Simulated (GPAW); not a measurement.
Computed results, one entry a study.

A GW chain in GPAW: MoS2 (P6_3/mmc). It takes space group P6_3/mmc (No. 194, hexagonal). The conventional cell has a = 3.169 Å, b = 3.169 Å, c = 12.324 Å, α = 90.00°, β = 90.00°, γ = 120.00°. Nearest to Mo lie 6 S at 2.41 Å. S has 3 Mo at 2.41 Å nearest. Farther neighbours and most contacts between anions are not listed. The calculation used DFT, LDA, plane waves, PAW (and 1 further level or step) in GPAW 26.7.0, with cutoff 450 eV, GPAW PAW setups 1.2.1 data release, 6×6×2 k-mesh, nbands 152 in one of its runs. The LDA gap is 0.81 eV, indirect, the G0W0 gap on the mesh is 1.16 eV and the GW settings are 6×6×2 mesh, 142 bands, screening to 70 eV, Godby-Needs plasmon pole. The known limits are not at the basis limit; no spin-orbit coupling; coarse k mesh. It took 4 runs, 3 min in all on 8 MPI ranks of Arm Neoverse V2, shared host (the runs of this entry). G0W0 moves the gap on the mesh from 0.81 eV to 1.16 eV (+0.35 eV), with Z of 0.78 and 0.79 at the edges. Only 3 of the mesh's irreducible points were corrected, so a valley elsewhere could overtake. The database entry behind the starting cell differs from later determinations by our own check (about 0.3 % long). The cell and positions come from the Crystallography Open Database and are kept as given unless a step says otherwise. Limits: no spin-orbit coupling. Bands and cutoff are finite, so the gap is not at the basis limit. The miss can reach some tenths of an eV and take either sign; the mesh is an error of its own. The 6×6×2 mesh is coarse for this cell, which bears on the long-range parts of exchange and screening.

WSe2 (P6_3/mmc): G0W0 with GPAW, start to end. Symmetry: P6_3/mmc, No. 194, hexagonal system. Conventional cell: a = 3.290 Å, b = 3.290 Å, c = 12.970 Å, α = 90.00°, β = 90.00°, γ = 120.00°. Nearest to W lie 6 Se at 2.53 Å. Se has 3 W at 2.53 Å nearest. Farther neighbours and most contacts between anions are not listed. The calculation used DFT, PBE, plane waves, PAW (and 1 further level or step) in GPAW 26.7.0, with cutoff 450 eV, GPAW PAW setups 1.2.1 data release, 6×6×2 k-mesh, nbands 171 in one of its runs. The PBE gap is 0.97 eV, indirect, the G0W0 gap on the mesh is 1.21 eV and the GW settings are 6×6×2 mesh, 161 bands, screening to 70 eV, Godby-Needs plasmon pole. The known limits are not at the basis limit; no spin-orbit coupling; coarse k mesh. It took 4 runs, 4.5 min in all on 8 MPI ranks of Arm Neoverse V2, shared host (the runs of this entry). G0W0 moves the gap on the mesh from 0.97 eV to 1.21 eV (+0.25 eV), with Z of 0.79 and 0.80 at the edges. Only 3 of the mesh's irreducible points were corrected, so a valley elsewhere could overtake. The database entry behind the starting cell differs from later determinations by our own check (a about 0.2 % long). The cell and positions come from the Crystallography Open Database and are kept as given unless a step says otherwise. Limits: no spin-orbit coupling. Bands and cutoff are finite, so the gap is not at the basis limit. The miss can reach some tenths of an eV and take either sign; the mesh is an error of its own. The 6×6×2 mesh is coarse for this cell, which bears on the long-range parts of exchange and screening.

[Runs of the session that timed out or met a known fault of the program may be left out.]

[Hosts, paths, dates, database ids (printed as entryN), source tags and the programs' standing remarks are cut or masked in the printed files.]
